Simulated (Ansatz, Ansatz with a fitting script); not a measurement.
# MgS (Niningerite): the order of polymorphs from LDA to RPA

Aim: the order of polymorphs of MgS (Niningerite) by density functionals and by RPA.

Method: density functionals and EXX+RPA, plane waves, in Ansatz 0.2.0.

Most raw output is cut from this account.

### Step 1. Set-up

The structure is cubic, space group Fm-3m (No. 225). Conventional cell: a = 5.203 Å, b = 5.203 Å, c = 5.203 Å, α = 90.00°, β = 90.00°, γ = 90.00°. Nearest to Mg lie 6 S at 2.60 Å. Nearest to S lie 6 Mg at 2.60 Å. Farther neighbours and most contacts between anions are not listed.

The start is a database's relaxed structure.

### Step 2. Relax (relaxation of Fm-3m)

A relaxation at this level of theory: leftover forces would pass straight into the levels.

This step: DFT, r2SCAN with rVV10, plane waves, PAW.

File input.yaml:

```yaml
crystal:
  lattice:
    - [0.0, 2.60165, 2.60165]
    - [2.60165, 0.0, 2.60165]
    - [2.60165, 2.60165, 0.0]
  atoms:
    - { symbol: Mg, position: [0.0, 0.0, 0.0] }
    - { symbol: S, position: [0.5, 0.5, 0.5] }
kpoints:
  mp_grid: { grid: [8, 8, 8] }
hamiltonian:
  xc: r2scan
  pseudopotentials: { kind: paw, source: ansatz }
  dispersion: rvv10
scf:
  occupations: { method: fermi_dirac, width: 0.02 }
relax:
  f_tol: 0.01
  max_steps: 60
  cell: {}
```

On the command line:

```sh
ansatz run input.yaml --threads 8 --pin off --max-ram 18432MiB --backend cpu --events-out ev --progress --plain --runs-dir out
```

The job ended after 3 s (8 threads of Arm Neoverse V2, shared host; peak memory 0.53 GiB; 19 s of CPU time).

The steps of the relaxation:

```
step  energy less that of the first step (eV)  largest force component (eV/Å)  pressure (GPa)  volume (Å³)
   1                                   0.0000                          0.0000           -0.66        35.22
   2                                  -0.0006                          0.0000           -0.08        34.96
   3                                  -0.0006                          0.0000            0.00        34.93
  4*                                  -0.0006                          0.0000            0.00        34.93
```

Relaxation steps marked * repeat the geometry before them on a plane-wave basis chosen anew for their cell, so energy and pressure can jump there.

The run keeps the 48 symmetry operations that it works with, so distortions that break them were not tested.

```
conventional cell, symmetrised  before  after  change
                         a (Å)   5.203  5.189  -0.3 %
                         b (Å)   5.203  5.189  -0.3 %
                         c (Å)   5.203  5.189  -0.3 %
              volume (Å³/atom)   17.61  17.47  -0.8 %
```

Final coordinates:

```cif
data_structure
_symmetry_space_group_name_H-M 'P 1'
_symmetry_Int_Tables_number 1
_cell_length_a 3.6693
_cell_length_b 3.6693
_cell_length_c 3.6693
_cell_angle_alpha 60.000
_cell_angle_beta 60.000
_cell_angle_gamma 60.000
_cell_volume 34.93
loop_
_atom_site_label
_atom_site_type_symbol
_atom_site_fract_x
_atom_site_fract_y
_atom_site_fract_z
_atom_site_occupancy
Mg1 Mg 0.00000 0.00000 0.00000 1
S2 S 0.50000 0.50000 0.50000 1
```

### Step 3. Relax (relaxation of F-43m)

The cell differs from the one that the last finished run ended in (a 3.669 → 4.007 Å, b 3.669 → 4.007 Å, c 3.669 → 4.007 Å).

input.yaml, the sections that differ from step 2:

```yaml
crystal:
  lattice:
    - [0.0, 2.8331200468, 2.8331200468]
    - [2.8331200468, 0.0, 2.8331200468]
    - [2.8331200468, 2.8331200468, 0.0]
  atoms:
    - { symbol: Mg, position: [0.0, 0.0, 0.0] }
    - { symbol: S, position: [0.75, 0.75, 0.75] }
kpoints:
  mp_grid: { grid: [6, 6, 6] }
# hamiltonian, scf, relax: as in step 2
```

Wall time 4 s (8 threads); peak memory 0.61 GiB; 27 s of CPU time.

Step by step:

```
step  energy less that of the first step (eV)  largest force component (eV/Å)  pressure (GPa)  volume (Å³)
   1                                   0.0000                          0.0000           -0.61        45.48
   2                                  -0.0008                          0.0000           -0.17        45.15
   3                                  -0.0009                          0.0000            0.00        45.02
  4*                                  -0.0009                          0.0000            0.00        45.02
```

Relaxation steps marked * repeat the geometry before them on a plane-wave basis chosen anew for their cell, so energy and pressure can jump there.

Forces are held to the 24 operations that the run works with; a distortion that breaks them can't arise in this run.

```
conventional cell, symmetrised  before  after  change
                         a (Å)   5.666  5.647  -0.3 %
                         b (Å)   5.666  5.647  -0.3 %
                         c (Å)   5.666  5.647  -0.3 %
              volume (Å³/atom)   22.74  22.51  -1.0 %
```

The relaxed structure:

```cif
data_structure
_symmetry_space_group_name_H-M 'P 1'
_symmetry_Int_Tables_number 1
_cell_length_a 3.9931
_cell_length_b 3.9931
_cell_length_c 3.9931
_cell_angle_alpha 60.000
_cell_angle_beta 60.000
_cell_angle_gamma 60.000
_cell_volume 45.02
loop_
_atom_site_label
_atom_site_type_symbol
_atom_site_fract_x
_atom_site_fract_y
_atom_site_fract_z
_atom_site_occupancy
Mg1 Mg 0.00000 0.00000 0.00000 1
S2 S 0.75000 0.75000 0.75000 1
```

### Step 4. Scf lda (preparation)

This step: DFT, LDA, plane waves, PAW.

File input.yaml:

```yaml
crystal:
  lattice:
    - [0.0, 2.5945595473, 2.5945595473]
    - [2.5945595473, 0.0, 2.5945595473]
    - [2.5945595473, 2.5945595473, 0.0]
  atoms:
    - { symbol: Mg, position: [0.0, 0.0, 0.0] }
    - { symbol: S, position: [0.5, 0.5, 0.5] }
kpoints:
  mp_grid: { grid: [8, 8, 8] }
hamiltonian:
  xc: lda
  pseudopotentials: { kind: paw, source: ansatz }
scf:
  occupations: { method: fermi_dirac, width: 0.02 }
  n_extra_bands: 4
output:
  eigenvalues: true
  forces: true
  stress: true
```

Wall time 0.32 s (8 threads); peak memory 0.32 GiB.

Total energy -2774.1639 eV.

### Step 5. Scf lda (preparation)

This step: DFT, LDA, plane waves, norm-conserving pseudopotentials.

input.yaml, the sections that differ from step 4:

```yaml
kpoints:
  mp_grid: { grid: [2, 2, 2] }
hamiltonian:
  xc: lda
  pseudopotentials: { kind: nc, xc_functional: pbe }
scf:
  occupations: { method: fixed }
  n_extra_bands: 4
# crystal, output: as in step 4
```

Wall time 0.15 s (8 threads); peak memory 0.26 GiB.

Total energy -1910.2488 eV.

### Step 6. Energy LDA (polymorph Fm-3m)

This step: DFT, LDA, plane waves, PAW.

input.yaml, the sections that differ from step 5:

```yaml
kpoints:
  mp_grid: { grid: [8, 8, 8] }
hamiltonian:
  xc: lda
  pseudopotentials: { kind: paw, source: ansatz }
scf:
  occupations: { method: fixed }
  n_extra_bands: 4
  convergence: { dr2_threshold: 1.0e-09 }
# crystal, output: as in step 5
```

Elapsed: 0.3 s, on 8 threads; peak memory 0.31 GiB; 1.5 s of CPU time.

Total energy -2774.1639 eV.

### Step 7. Energy PBEsol (polymorph Fm-3m)

This step: DFT, PBEsol, plane waves, PAW.

input.yaml: that of step 6 with these lines changed.

```diff
@@ -11,3 +11,3 @@
 hamiltonian:
-  xc: lda
+  xc: pbesol
   pseudopotentials: { kind: paw, source: ansatz }
```

It took 0.32 s on 8 threads; peak memory 0.33 GiB; 1.6 s of CPU time.

Total energy -2799.9137 eV.

### Step 8. Energy PBEsol-D3(BJ) (polymorph Fm-3m)

This step: DFT, PBEsol with D3(BJ) dispersion, plane waves, PAW.

input.yaml: that of step 7 with these lines changed.

```diff
@@ -13,2 +13,3 @@
   pseudopotentials: { kind: paw, source: ansatz }
+  dispersion: d3bj
 scf:
```

Run time: 0.33 s. Hardware: 8 threads; peak memory 0.33 GiB.

Total energy -2800.5202 eV.

### Step 9. Energy r2SCAN (polymorph Fm-3m)

r2SCAN sits between gradient functionals and hybrids in what it does to gaps, at little more than semilocal cost.

This step: DFT, r2SCAN, plane waves, PAW.

input.yaml: that of step 8 with these lines changed.

```diff
@@ -11,5 +11,4 @@
 hamiltonian:
-  xc: pbesol
+  xc: r2scan
   pseudopotentials: { kind: paw, source: ansatz }
-  dispersion: d3bj
 scf:
```

The job ended after 0.65 s (8 threads; peak memory 0.5 GiB; 3.9 s of CPU time).

Total energy -2835.5657 eV.

### Step 10. Energy r2SCAN+rVV10 (polymorph Fm-3m)

This step: DFT, r2SCAN with rVV10, plane waves, PAW.

input.yaml: that of step 9 with these lines changed.

```diff
@@ -13,2 +13,3 @@
   pseudopotentials: { kind: paw, source: ansatz }
+  dispersion: rvv10
 scf:
```

It took 1 s on 8 threads; peak memory 0.52 GiB.

Total energy -2834.6056 eV.

### Step 11. Energy r2SCAN-D4 (polymorph Fm-3m)

This step: DFT, r2SCAN with D4 dispersion, plane waves, PAW.

input.yaml: that of step 10 with these lines changed.

```diff
@@ -13,3 +13,3 @@
   pseudopotentials: { kind: paw, source: ansatz }
-  dispersion: rvv10
+  dispersion: d4
 scf:
```

Elapsed: 0.68 s, on 8 threads; peak memory 0.51 GiB; 4 s of CPU time.

Total energy -2835.7822 eV.

### Step 12. Energy HSE06 (polymorph Fm-3m)

HSE06 mixes in a quarter of exact exchange at short range. Exchange couples all pairs of k points, which makes a full band path dear, so levels are read on the mesh and at chosen points.

This step: DFT, HSE06, plane waves, PAW.

input.yaml, the sections that differ from step 11:

```yaml
kpoints:
  mp_grid: { grid: [5, 5, 5] }
hamiltonian:
  xc: hse06
  pseudopotentials: { kind: paw, source: ansatz }
output:
  eigenvalues: true
# crystal, scf: as in step 11
```

Elapsed: 2.6 s, on 8 threads; peak memory 1.2 GiB.

Total energy -2829.7501 eV.

### Step 13. Energy HSE06-D3(BJ) (polymorph Fm-3m)

This step: DFT, HSE06 with D3(BJ) dispersion, plane waves, PAW.

input.yaml: that of step 12 with these lines changed.

```diff
@@ -13,2 +13,3 @@
   pseudopotentials: { kind: paw, source: ansatz }
+  dispersion: d3bj
 scf:
```

Elapsed: 2.5 s, on 8 threads; peak memory 1.2 GiB.

Total energy -2830.5717 eV.

### Step 14. Energy RPA (polymorph Fm-3m)

The RPA correlation energy is summed at several response cutoffs, since it converges slowly from above.

This step: EXX+RPA on LDA, plane waves, norm-conserving pseudopotentials.

input.yaml, the sections that differ from step 13:

```yaml
hamiltonian:
  xc: lda
  pseudopotentials: { kind: nc, xc_functional: pbe }
scf:
  occupations: { method: fixed }
  convergence: { dr2_threshold: 1.0e-09 }
output:
  rpa_energy:
    ecut_chi_ladder: [204, 238, 272, 306, 340]
    long_wavelength: optical_limit
    n_empty_bands: 175
basis:
  ecutwfc: 1142.878222
  xc_grid: 3
# crystal, kpoints: as in step 13
```

The job ended after 52 s (8 threads; peak memory 1 GiB; 6 min of CPU time).

This step gave:

- exact exchange energy: -263.8675 eV
- RPA correlation energy: -21.19 eV

Extrapolated from these cutoffs, the correlation energy is -10.60 eV per atom (fit error 0.09); such a limit moves with the range of cutoffs.

RPA ladder, by row:

```
response cutoff (eV)  mean plane waves  sphere-equivalent cutoff (eV)  correlation energy (eV)
                 204             230.5                          203.6                   -16.54
                 238             290.6                          237.7                   -17.34
                 272             355.2                          271.7                   -18.02
                 306             424.7                          306.1                   -18.61
                 340             496.6                          339.7                   -19.09
```

### Step 15. Energy Hartree-Fock on PAW files (polymorph Fm-3m)

Exact exchange on orbitals of the same functional is the other half of the RPA total energy; it is taken from PAW data, not from the files of the RPA run.

This step: Hartree-Fock energy on orbitals of LDA, plane waves, PAW.

input.yaml, the sections that differ from step 14:

```yaml
hamiltonian:
  xc: lda
  pseudopotentials: { kind: paw, source: ansatz, frozen_core: stored }
output:
  embedding: [{ level: hf }]
basis:
  ecutwfc: 1000
# crystal, kpoints, scf: as in step 14
```

The job ended after 25 s (8 threads; peak memory 3.3 GiB; 3.2 min of CPU time).

This step gave:

* Hartree-Fock energy on these orbitals: -2804.3604 eV

### Step 16. All cells and rungs

The same runs were made at every cell; a script gathers them. RPA correlation comes from norm-conserving files. It is added to exact exchange from a separate PAW run with frozen cores, on orbitals of the same functional but not those of the RPA run. Both sets of files were made for PBE. One row takes the correlation at one cutoff for all cells, another carries it to the limit cell by cell, where the extrapolations scatter.

Cells, by row:

```
   polymorph  atoms  volume per formula unit (Å³)
 Fm-3m (225)      2                         34.93
 F-43m (216)      2                         45.02
P6_3mc (186)      4                         44.99
```

Energy less that of the first cell; no zero-point or thermal terms; the two rows with exchange from PAW are two estimates of the RPA value: one cutoff favours the denser form, the extrapolation scatters; the order is settled only where both agree in sign beyond some 15 meV. Ladder, by row:

```
                                                                             level  Fm-3m (225), meV per formula unit  F-43m (216), meV per formula unit  P6_3mc (186), meV per formula unit  wall time, all cells (s)
                                                                               LDA                                  0                              170.3                               152.7                      2.79
                                                                            PBEsol                                  0                              155.2                               136.5                      2.89
                                                                     PBEsol-D3(BJ)                                  0                                287                               268.8                      2.87
                                                                            r2SCAN                                  0                               60.7                                  43                      5.48
                                                                      r2SCAN+rVV10                                  0                              113.9                                96.5                      7.63
                                                                         r2SCAN-D4                                  0                              102.4                                84.6                      5.49
                                                                             HSE06                                  0                               40.1                                19.8                     14.33
                                                                      HSE06-D3(BJ)                                  0                              218.3                               200.1                      14.3
                                            EXX (PAW, exact core-valence exchange)                                  0                             -329.1                              -346.4                         -
 EXX+RPA, exchange from PAW, correlation at one sphere-equivalent cutoff of 323 eV                                  0                               86.7                                68.4                      1584
                 EXX+RPA, exchange from PAW, correlation extrapolated in each cell                                  0                               77.1                                56.8                      1584
  EXX+RPA on norm-conserving files alone at that cutoff, core-valence term dropped                                  0                                 79                                61.3                      1584
EXX+RPA on norm-conserving files alone at that cutoff, core-valence term semilocal                                  0                               86.1                                67.4                      1584
                                                                   RPA correlation                                  0                              415.8                               414.8                      1584
```

### Step 17. Summary of results

| Item | Value |
| --- | --- |
| LDA | lowest: Fm-3m (225) |
| PBEsol | lowest: Fm-3m (225) |
| PBEsol-D3(BJ) | lowest: Fm-3m (225) |
| r2SCAN | lowest: Fm-3m (225) |
| r2SCAN+rVV10 | lowest: Fm-3m (225) |
| r2SCAN-D4 | lowest: Fm-3m (225) |
| HSE06 | lowest: Fm-3m (225) |
| HSE06-D3(BJ) | lowest: Fm-3m (225) |
| EXX+RPA, exchange from PAW, correlation at one sphere-equivalent cutoff of 323 eV | lowest: Fm-3m (225) |
| EXX+RPA, exchange from PAW, correlation extrapolated in each cell | lowest: Fm-3m (225) |
| RPA settings | 5×5×5 and 5×5×3 mesh, response cutoffs up to 340 eV |

**Reading.** Against the first cell the two RPA rows with exchange from PAW give F-43m (216) 77 to 87 meV and P6_3mc (186) 57 to 68 meV per formula unit; neither is exact, since one cutoff truncates unlike cells unequally and the extrapolation scatters. RPA puts Fm-3m (225) lowest of the 3 forms run, which need not hold the ground state; LDA, PBEsol, PBEsol-D3(BJ), r2SCAN, r2SCAN+rVV10, r2SCAN-D4, HSE06 and HSE06-D3(BJ) agree. Energies are for static lattices at cells relaxed by one functional; vibrations can shift such differences by some meV per atom. Each cell's own extrapolation carries a fit error of up to 91 meV per atom, and its limit still moves with the cutoffs, so totals aren't converged; only differences at equal settings are used. RPA is evaluated on semilocal orbitals, not self-consistently, on a coarse mesh. The cells differ in size and shape, so mesh and cutoff errors cancel only in part.

[Paths, hosts, dates, memory and timing lines, banners, echoed tables and standing remarks are left out of the program output.]

[Logs are printed without paths, hosts, clocks, repeated set-up lines and the standing remarks that a program may print on its own settings, such as how far it seeks lower states.]

[Runs of the session that timed out or met a known fault of the program may be left out.]

[Hosts, paths, dates, database ids (printed as entryN), source tags and the programs' standing remarks are cut or masked in the printed files.]
